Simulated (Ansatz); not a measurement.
## How many bands does the GW gap of KF (Carobbiite) need?

Aim: see how the G0W0 gap of KF (Carobbiite) on PBE moves with empty bands and screening cutoff, and what each rung costs.

Main program and level: Ansatz 0.2.0; G0W0 on PBE, plane waves, PAW; PAW set soft_1.

## Step 1: Starting point

It takes space group Fm-3m (No. 225, cubic). Conventional cell: a = 5.344 Å, b = 5.344 Å, c = 5.344 Å, α = 90.00°, β = 90.00°, γ = 90.00°. K has 6 F at 2.67 Å nearest. Nearest to F lie 6 K at 2.67 Å. Farther neighbours and most contacts between anions are not listed.

Structure file:

```cif
data_structure
_symmetry_space_group_name_H-M 'Fm-3m'
_symmetry_Int_Tables_number 225
_cell_length_a 5.3437
_cell_length_b 5.3437
_cell_length_c 5.3437
_cell_angle_alpha 90.000
_cell_angle_beta 90.000
_cell_angle_gamma 90.000
_cell_volume 152.59
loop_
_atom_site_label
_atom_site_type_symbol
_atom_site_symmetry_multiplicity
_atom_site_Wyckoff_symbol
_atom_site_fract_x
_atom_site_fract_y
_atom_site_fract_z
_atom_site_occupancy
K1 K 4 a 0.00000 0.00000 0.00000 1
F1 F 4 b 0.50000 0.00000 0.00000 1
```

The cell and positions come from the Crystallography Open Database and are kept as given unless a step says otherwise.

## Step 2: 40 empty bands, screening to 60 eV

Now the one-shot GW correction: screening in the RPA, then the self-energy of the levels asked for. This step takes PAW set soft_1 files.

Contents of input.yaml:

```yaml
crystal:
  lattice:
    - [0.0, 2.67185, 2.67185]
    - [2.67185, 0.0, 2.67185]
    - [2.67185, 2.67185, 0.0]
  atoms:
    - { symbol: K, position: [0.0, 0.0, 0.0] }
    - { symbol: F, position: [0.5, 0.5, 0.5] }
kpoints:
  mp_grid: { grid: [6, 6, 6] }
hamiltonian:
  xc: pbe
  pseudopotentials: { kind: paw, azcp: { folder: soft_1 } }
scf:
  occupations: { method: fixed }
gw:
  n_empty_bands: 40
  ecut_chi: 60
  qp_bands: [v2, c2]
  qp_kpoints: band_edges
  screening: { model: contour_deformation }
```

On the command line:

```sh
$ ansatz run input.yaml --threads 24 --pin off --max-ram 82944MiB --backend cuda --events-out ev --progress --plain --runs-dir out --devices 1 --max-vram 78GiB
```

Numbers of over 12 decimals in the logs are rounded to 6 here.

The program printed:

```text
GPUs: using 1 of 1 available (devices: 1).
Engine: ansatz 0.2.0, aarch64-unknown-linux-gnu
Pseudopotentials: kind: paw
Pseudopotential: K, paw, valence charge 9, recommended cutoff 420 eV (normal), soft_1/K.paw.azcp
Pseudopotential: F, paw, valence charge 7, recommended cutoff 420 eV (normal), soft_1/F.paw.azcp
Functional definition: PBE
  parameter kappa = 0.804
  parameter beta = 0.066725
  exchange = pbe_x(kappa = kappa, mu = beta*pi^2/3)
  correlation = pbe_c(beta = beta)
[...]
Crystal: 2 atoms, lattice volume = 38.148 Å³
Basis set: ecut = 420 eV, 725 PW (Γ)
Bands: 12, of which v1, the nominal top of the filled ones, is band 8 counted from 1 (7 counted from 0)
Symmetry: 48 space group operations
Space group: Fm-3m (ITA 225), of the structure as read, at distance tolerance 3.4e-5 Å
k-points: 16 of 216
Non-local potential: K, projectors of the file, l = 0: 3, l = 1: 2, l = 2: 2
Non-local potential: F, projectors of the file, l = 0: 2, l = 1: 2, l = 2: 1
PAW form: soft (Blöchl's): semilocal exchange-correlation on the pseudo side does not see the compensation charge
PAW one-centre angular grid: K, 110 points (default); XC on 64 Gauss nodes
PAW one-centre angular grid: F, 110 points (default); XC on 64 Gauss nodes
Initial density: superposition of atomic densities (chi_scale 0.1, normalization cell, long waves kept (reshape's long-wave potential 0.00 eV rms))
Initial wavefunctions: pseudopotential atomic-orbital guess
[...]
Functional: x = pbe(κ = 0.804, μ = 0.219515), c = pbe(β = 0.066725)
SCF iter   1: F=—  HF=-2351.883760 eV  |F-HF|=—  |Δ(HF+E_count)|=         —  Δρ=1.97e-1  dr2=1.28e1  ethr=3.10e-3  ⟨swp⟩=4.0  Hψ=1092  notcnv=0  defer=19
preconditioner: auto → none  [insulator: Δε(μ)=2.264 eV  Ē_g=15.954 eV  n_scr=14 (ndim 8)  ℏωp=22.5 eV  f_vac=0.000  ε∞_Penn≈3.0]
SCF iter   2: F=—  HF=-2350.765481 eV  |F-HF|=—  |Δ(HF+E_count)|=    1.12e0  Δρ=1.66e-1  dr2=6.56e0  ethr=3.10e-3  ⟨swp⟩=3.9  Hψ=636  notcnv=0  defer=26
SCF iter   3: F=—  HF=-2348.795770 eV  |F-HF|=—  |Δ(HF+E_count)|=    1.97e0  Δρ=2.79e-2  dr2=2.31e-1  ethr=3.10e-3  ⟨swp⟩=2.5  Hψ=501  notcnv=0  defer=17
SCF iter   4: F=—  HF=-2348.806227 eV  |F-HF|=—  |Δ(HF+E_count)|=   1.05e-2  Δρ=1.25e-2  dr2=4.16e-2  ethr=1.45e-3  ⟨swp⟩=2.0  Hψ=466  notcnv=0  defer=30
SCF iter   5: F=—  HF=-2348.800113 eV  |F-HF|=—  |Δ(HF+E_count)|=   6.11e-3  Δρ=1.24e-3  dr2=5.46e-4  ethr=2.60e-4  ⟨swp⟩=2.1  Hψ=395  notcnv=0  defer=30
SCF iter   6: F=—  HF=-2348.800678 eV  |F-HF|=—  |Δ(HF+E_count)|=   5.64e-4  Δρ=4.21e-4  dr2=7.11e-5  ethr=3.41e-6  ⟨swp⟩=2.9  Hψ=352  notcnv=0  defer=30
SCF iter   7: F=—  HF=-2348.800705 eV  |F-HF|=—  |Δ(HF+E_count)|=   2.71e-5  Δρ=9.08e-5  dr2=3.51e-6  ethr=4.44e-7  ⟨swp⟩=2.0  Hψ=274  notcnv=0  defer=21
SCF iter   8: F=—  HF=-2348.800705 eV  |F-HF|=—  |Δ(HF+E_count)|=   8.49e-8  Δρ=3.01e-5  dr2=3.89e-7  ethr=2.19e-8  ⟨swp⟩=2.1  Hψ=243  notcnv=0  defer=28
SCF iter   9: F=-2348.800704 eV  HF=-2348.800704 eV  |F-HF|=1.64e-9  |Δ(HF+E_count)|=   9.25e-8  Δρ=2.25e-6  dr2=1.90e-9  ethr=6.25e-10  ⟨swp⟩=4.2  Hψ=837  notcnv=0
SCF 1 converged in 9 iterations: F = -2348.800704 eV  dr2 = 1.90e-9
  greatest PAW one-centre occupation: 0.988 electrons in one spin orbital (limit 2), on the K atom at site 0 (counted from 0), in its partial waves of l = 0
[...]
NSCF: frozen V_eff on 16 k-points, pencils in batches of 32, up to order 48
the band table was solved once the SCF had ended and its energy, with any forces and stress, was formed, with the checks that follow a solve (1185 applications of the Hamiltonian). They found nothing against the state; the energy, forces and stress were not computed again (output.eigenvalues in the input reference)
[...]
NSCF: frozen V_eff on 16 k-points
G₀W₀ screening: q 1/16
[... further progress lines ...]
[...]
NSCF: frozen V_eff on 1 k-points
[...]
NSCF: frozen V_eff on 1 k-points
SCF converged after 9 iterations
Free energy (F): -2348.800704 eV
Harris-Foulkes:  -2348.800704 eV  (|F-HF|=1.64e-9)
Internal energy: -2348.800704 eV  (E = F + TS)
E sigma→0 (E₀):  -2348.800704 eV
Fermi energy:    1.451312 eV
--- Per-component energies (eV) ---
  E_band       = -125.308289
  E_kinetic    = 454.184109
[...]
1    10     11.7506    -5.0473    -3.1727   -10.5893  0.8836    14.1608    14.1199  root
     2     7      1.1885   -30.1006     5.3833   -22.3105  0.7946    -1.2974    -1.2183  root
     2     8      1.1885   -30.1006     5.3833   -22.3105  0.7946    -1.2974    -1.2183  root
     2     9      9.9263    -6.8284    -2.7847   -11.1303  0.8810    11.4575    11.4435  root
     2    10     11.5392    -4.9225    -3.0923    -9.9386  0.8838    13.4894    13.4629  root
     3     7      1.1045   -29.8964     5.3768   -22.1004  0.7942    -1.3958    -1.3147  root
     3     8      1.1045   -29.8964     5.3768   -22.1004  0.7942    -1.3958    -1.3147  root
     3     9     10.5312    -7.2715    -2.7726   -11.9940  0.8760    12.5066    12.4811  root
     3    10     12.0604    -4.6993    -3.0725    -9.1056  0.8829    13.4074    13.3943  root
     4     7      1.4224   -30.6836     5.3951   -22.9161  0.7961    -1.0239    -0.9500  root
     4     8      1.4224   -30.6836     5.3951   -22.9161  0.7961    -1.0239    -0.9500  root
     4     9      8.5514    -5.5920    -2.8683    -9.6740  0.8903     9.7729     9.7651  root
     4    10     11.2675    -4.5719    -3.1339    -9.9644  0.8868    13.5610    13.5261  root
     5     7      1.2822   -30.2793     5.3632   -22.5212  0.7958    -1.1896    -1.1128  root
     5     8      1.3278   -30.4364     5.3785   -22.6708  0.7959    -1.1352    -1.0594  root
     5     9      9.7926    -6.1714    -2.8774   -10.4659  0.8845    11.2217    11.2097  root
     5    10     10.8959    -4.5758    -3.0559    -9.6865  0.8869    12.9787    12.9507  root
     6     7      1.1504   -29.9772     5.3495   -22.2132  0.7953    -1.3438    -1.2641  root
     6     8      1.1783   -30.0834     5.3731   -22.3012  0.7949    -1.3100    -1.2308  root
     6     9     10.6764    -6.6217    -2.8488   -11.4129  0.8783    12.6443    12.6188  root
     6    10     11.5543    -5.0497    -3.0618    -9.7882  0.8830    13.2511    13.2310  root
     7     7      1.1210   -29.9640     5.3833   -22.1634  0.7942    -1.3770    -1.2963  root
     7     8      1.2553   -30.1747     5.3322   -22.4421  0.7965    -1.2221    -1.1450  root
     7     9     10.5636    -6.6771    -2.8454   -11.2586  0.8789    12.3195    12.2996  root
[...]
14     7      1.2229   -30.1242     5.3230   -22.3945  0.7966    -1.2616    -1.1838  root
    14     8      1.2432   -30.1367     5.3042   -22.4281  0.7972    -1.2384    -1.1613  root
    14     9     11.0243    -5.9584    -2.9408   -10.8757  0.8797    13.0282    13.0008  root
    14    10     11.3561    -5.2708    -3.0305   -10.2208  0.8820    13.3019    13.2756  root
    15     7      1.2594   -30.1333     5.2570   -22.4698  0.7987    -1.2234    -1.1471  root
    15     8      1.3334   -30.3738     5.3163   -22.6669  0.7976    -1.1324    -1.0573  root
    15     9     10.4060    -4.6988    -2.9662    -9.5948  0.8871    12.3596    12.3358  root
    15    10     12.0721    -5.9538    -3.0576   -10.9959  0.8752    14.0888    14.0566  root
```

Run time: 3.9 s. Hardware: 1 × NVIDIA GB200 (shared by 2 runs) with 24 threads of Arm Neoverse V2, shared host; peak memory 1.1 GiB; 7.2 s of CPU time.

In the SCF lines HF is the Harris–Foulkes energy and dr2 the Hartree energy of the density residual, in eV; the loop may stop once dr2 is under the threshold and the program's other checks hold. Hψ counts applications of the Hamiltonian.

Numbers from this step:

| Item | Value |
| --- | --- |
| bands summed | 48 |
| RPA ε∞ on this mesh (eigenvalues) | 1.901, 1.901, 1.901 |
| plane waves in the screening matrix | 51 |
| q-points in the mesh | 216 |
| G0W0 gap on the mesh | 9.631 eV |
| k of the valence top | 0, 0, 0 |
| k of the conduction bottom | 0, 0, 0 |
| starting gap on the mesh | 6.182 eV |
| Z at the valence top | 0.7958 |
| Z at the conduction bottom | 0.8951 |
| least direct G0W0 gap on the computed points | 9.631 eV |

The gap on the mesh goes from 6.18 eV to 9.63 eV, a correction of +3.45 eV. Between the two edge states, bare exchange in place of the xc potential would open the gap by 11.77 eV, and correlation takes back 8.32 eV.

## Step 3: 113 empty bands, screening to 120 eV

Bands and screening cutoff are moved together, since each hides the error of the other.

input.yaml, as its differences from that of step 2:

```diff
@@ -16,4 +16,4 @@
 gw:
-  n_empty_bands: 40
-  ecut_chi: 60
+  n_empty_bands: 113
+  ecut_chi: 120
   qp_bands: [v2, c2]
```

The program printed:

```text
GPUs: using 1 of 1 available (devices: 1).
[...]
Crystal: 2 atoms, lattice volume = 38.148 Å³
Basis set: ecut = 420 eV, 725 PW (Γ)
Bands: 12, of which v1, the nominal top of the filled ones, is band 8 counted from 1 (7 counted from 0)
Symmetry: 48 space group operations
[...]
k-points: 16 of 216
[...]
SCF iter   1: F=—  HF=-2351.883760 eV  |F-HF|=—  |Δ(HF+E_count)|=         —  Δρ=1.97e-1  dr2=1.28e1  ethr=3.10e-3  ⟨swp⟩=4.0  Hψ=1092  notcnv=0  defer=19
[...]
SCF iter   9: F=-2348.800704 eV  HF=-2348.800704 eV  |F-HF|=1.64e-9  |Δ(HF+E_count)|=   9.25e-8  Δρ=2.25e-6  dr2=1.90e-9  ethr=6.25e-10  ⟨swp⟩=4.2  Hψ=837  notcnv=0
SCF 1 converged in 9 iterations: F = -2348.800704 eV  dr2 = 1.90e-9
[...]
NSCF: frozen V_eff on 16 k-points, pencils in batches of 32, up to order 48
[...]
NSCF: frozen V_eff on 16 k-points
G₀W₀ screening: q 1/16
[... further progress lines ...]
[...]
SCF converged after 9 iterations
Free energy (F): -2348.800704 eV
[...]
Internal energy: -2348.800704 eV  (E = F + TS)
E sigma→0 (E₀):  -2348.800704 eV
Fermi energy:    1.451312 eV
[...]
--- Band table (eV; the first three rows and the last of 16) ---
  k-point 0: bands = [... 4 lower, -7.9215, 1.4513, 1.4513, 1.4513, 7.6335, 12.1282, 12.1282, 12.1282]
  k-point 1: bands = [... 4 lower, -7.9308, 1.2199, 1.3618, 1.3618, 8.3753, 11.7506, 12.4815, 12.4815]
  k-point 2: bands = [... 4 lower, -7.9490, 0.8318, 1.1885, 1.1885, 9.9263, 11.5392, 13.1844, 13.1844]
  k-point 15: bands = [... 4 lower, -8.0401, 1.1334, 1.2594, 1.3334, 10.4060, 12.0721, 12.3908, 14.8867]
--- G₀W₀: contour deformation, 5 samples at zero and on the imaginary axis and 3 off it, 216 q-points, 113 empty bands' worth ---
  eigenvalues of the whole cell's RPA ε∞ on this k-mesh (on a slab, of 1 + 4πα/V) = 1.9025, 1.9025, 1.9025; static W/v taken at q = 0 is 0.525628
  gw.qp_kpoints: band_edges: 16 of 16 stored k-points solved, in 1 pass; an edge of the gap read off the rows below is read off those points alone
    ik  band        ε_KS         Σx   Σc(E_QP)       V_xc       Z   E_QP_lin       E_QP  E_QP is
     0     7      1.4513   -30.7850     5.4435   -23.0049  0.7879    -0.9557    -0.8853  root
     0     8      1.4513   -30.7850     5.4435   -23.0049  0.7879    -0.9557    -0.8853  root
     0     9      7.6335    -4.8718    -2.9543    -8.8631  0.8935     8.6757     8.6705  root
     0    10     12.1282    -5.2883    -3.5005   -11.2100  0.8815    14.5910    14.5494  root
     1     7      1.3618   -30.5440     5.4305   -22.7622  0.7877    -1.0618    -0.9895  root
     1     8      1.3618   -30.5440     5.4305   -22.7622  0.7877    -1.0618    -0.9895  root
     1     9      8.3753    -5.6782    -2.8988    -9.7045  0.8883     9.5092     9.5028  root
     1    10     11.7506    -5.0473    -3.3794   -10.5893  0.8820    13.9458    13.9133  root
[...]
15     7      1.2594   -30.1333     5.2711   -22.4698  0.7910    -1.2074    -1.1330  root
    15     8      1.3334   -30.3738     5.3360   -22.6669  0.7898    -1.1104    -1.0376  root
    15     9     10.4060    -4.6988    -3.1310    -9.5948  0.8857    12.1902    12.1710  root
    15    10     12.0721    -5.9538    -3.2236   -10.9959  0.8727    13.9164    13.8906  root
```

Elapsed: 4.2 s, on 1 × NVIDIA GB200 (shared by 2 runs) with 24 threads; peak memory 1.2 GiB.

Numbers from this step:

```
bands summed                                 : 121
RPA ε∞ on this mesh (eigenvalues)            : 1.902, 1.902, 1.902
plane waves in the screening matrix          : 113
q-points in the mesh                         : 216
G0W0 gap on the mesh                         : 9.556 eV
k of the valence top                         : 0, 0, 0
k of the conduction bottom                   : 0, 0, 0
starting gap on the mesh                     : 6.182 eV
Z at the valence top                         : 0.7879
Z at the conduction bottom                   : 0.8935
least direct G0W0 gap on the computed points : 9.556 eV
```

Against the run with 6×6×6 mesh, 40 empty bands, screening to 60 eV, PAW set soft_1 files, the gap moves by −0.08 eV.

## Step 4: 245 empty bands, screening to 200 eV

input.yaml, as its differences from that of step 3:

```diff
@@ -16,4 +16,4 @@
 gw:
-  n_empty_bands: 113
-  ecut_chi: 120
+  n_empty_bands: 245
+  ecut_chi: 200.0
   qp_bands: [v2, c2]
```

The program printed:

```text
GPUs: using 1 of 1 available (devices: 1).
[...]
Crystal: 2 atoms, lattice volume = 38.148 Å³
Basis set: ecut = 420 eV, 725 PW (Γ)
Bands: 12, of which v1, the nominal top of the filled ones, is band 8 counted from 1 (7 counted from 0)
Symmetry: 48 space group operations
[...]
k-points: 16 of 216
[...]
3     9     10.5312    -7.2715    -2.9959   -11.9940  0.8717    12.2764    12.2578  root
[...]
15     7      1.2594   -30.1333     5.1154   -22.4698  0.7874    -1.3746    -1.2887  root
    15     8      1.3334   -30.3738     5.1803   -22.6669  0.7861    -1.2774    -1.1933  root
    15     9     10.4060    -4.6988    -3.2128    -9.5948  0.8852    12.1063    12.0892  root
    15    10     12.0721    -5.9538    -3.3213   -10.9959  0.8720    13.8153    13.7929  root
[key lines of the parts left out:]
SCF converged after 9 iterations
Free energy (F): -2348.800704 eV
Fermi energy:    1.451312 eV
```

Elapsed: 5.9 s, on 1 × NVIDIA GB200 (shared by 2 runs) with 24 threads; peak memory 1.3 GiB; 18 s of CPU time.

This step gave:

```yaml
bands_summed: 253
rpa_eps_infinity_on_this_mesh_eigenvalues: 1.899, 1.899, 1.899
plane_waves_in_the_screening_matrix: 259
g0w0_gap_on_the_mesh: 9.690 eV
k_of_the_valence_top: 0, 0, 0
k_of_the_conduction_bottom: 0, 0, 0
starting_gap_on_the_mesh: 6.182 eV
least_direct_g0w0_gap_on_the_computed_points: 9.690 eV
```

Against the run with 6×6×6 mesh, 113 empty bands, screening to 120 eV, PAW set soft_1 files, the gap moves by +0.13 eV.

## Step 5: Changing the k mesh: 4×4×4 mesh, 113 empty bands, screening to 120 eV, PAW set soft_1 files

A second mesh at equal bands and cutoff isolates the sampling error. Bands and cutoff differ from the step before, so it is read against an earlier run that matches them.

input.yaml, as its differences from that of step 4:

```diff
@@ -9,3 +9,3 @@
 kpoints:
-  mp_grid: { grid: [6, 6, 6] }
+  mp_grid: { grid: [4, 4, 4] }
 hamiltonian:
@@ -16,4 +16,4 @@
 gw:
-  n_empty_bands: 245
-  ecut_chi: 200.0
+  n_empty_bands: 113
+  ecut_chi: 120
   qp_bands: [v2, c2]
```

The program printed:

```text
GPUs: using 1 of 1 available (devices: 1).
[...]
device memory: the entry about to start is reckoned to put 1.7 GiB on a device that reports 182.5 GiB free (of which the cap on the GPU budget leaves the run 78.0 GiB)
GPU FFT provider: cuFFT
GPU libraries: cuBLAS 13.8.1, cuFFT 12.4.0, cuSOLVER 12.3.2
GPU matrix products: emulated (plane waves: as basis.precision tells), large ones in fixed point in workspaces of 1.00 GiB
[...]
1    10     11.5451    -4.9989    -3.3163   -10.3011  0.8815    13.5582    13.5309  root
[...]
7     7      1.2891   -30.2276     5.3054   -22.5363  0.7903    -1.1709    -1.0968  root
     7     8      1.2891   -30.2276     5.3054   -22.5363  0.7903    -1.1709    -1.0968  root
     7     9     11.1901    -5.3723    -3.1808   -10.3780  0.8793    13.0378    13.0150  root
     7    10     11.1901    -5.3723    -3.1808   -10.3780  0.8793    13.0378    13.0150  root
[key lines of the parts left out:]
SCF converged after 9 iterations
Free energy (F): -2348.800718 eV
Fermi energy:    1.451455 eV
```

Run time: 2.7 s. Hardware: 1 × NVIDIA GB200 (shared by 2 runs) with 24 threads; peak memory 1.1 GiB.

Numbers from this step:

| Quantity | Value |
| --- | --- |
| bands summed | 121 |
| RPA ε∞ on this mesh (eigenvalues) | 1.904, 1.904, 1.904 |
| plane waves in the screening matrix | 113 |
| G0W0 gap on the mesh | 9.567 eV |
| k of the valence top | 0, 0, 0 |
| k of the conduction bottom | 0, 0, 0 |
| starting gap on the mesh | 6.182 eV |
| least direct G0W0 gap on the computed points | 9.567 eV |

Against the run with 6×6×6 mesh, 113 empty bands, screening to 120 eV, PAW set soft_1 files, the gap moves by +0.011 eV.

(Continued in part 2 of 2.)

[Paths, hosts, dates, memory and timing lines, banners, echoed tables and standing remarks are left out of the program output.]

[Logs are printed without paths, hosts, clocks, repeated set-up lines and the standing remarks that a program may print on its own settings, such as how far it seeks lower states.]

[Runs of the session that timed out or met a known fault of the program may be left out.]

[Cells called generated may have been cut or substituted from an entry of the Crystallography Open Database or the Materials Project.]

[Hosts, paths, dates, database ids (printed as entryN), source tags and the programs' standing remarks are cut or masked in the printed files.]
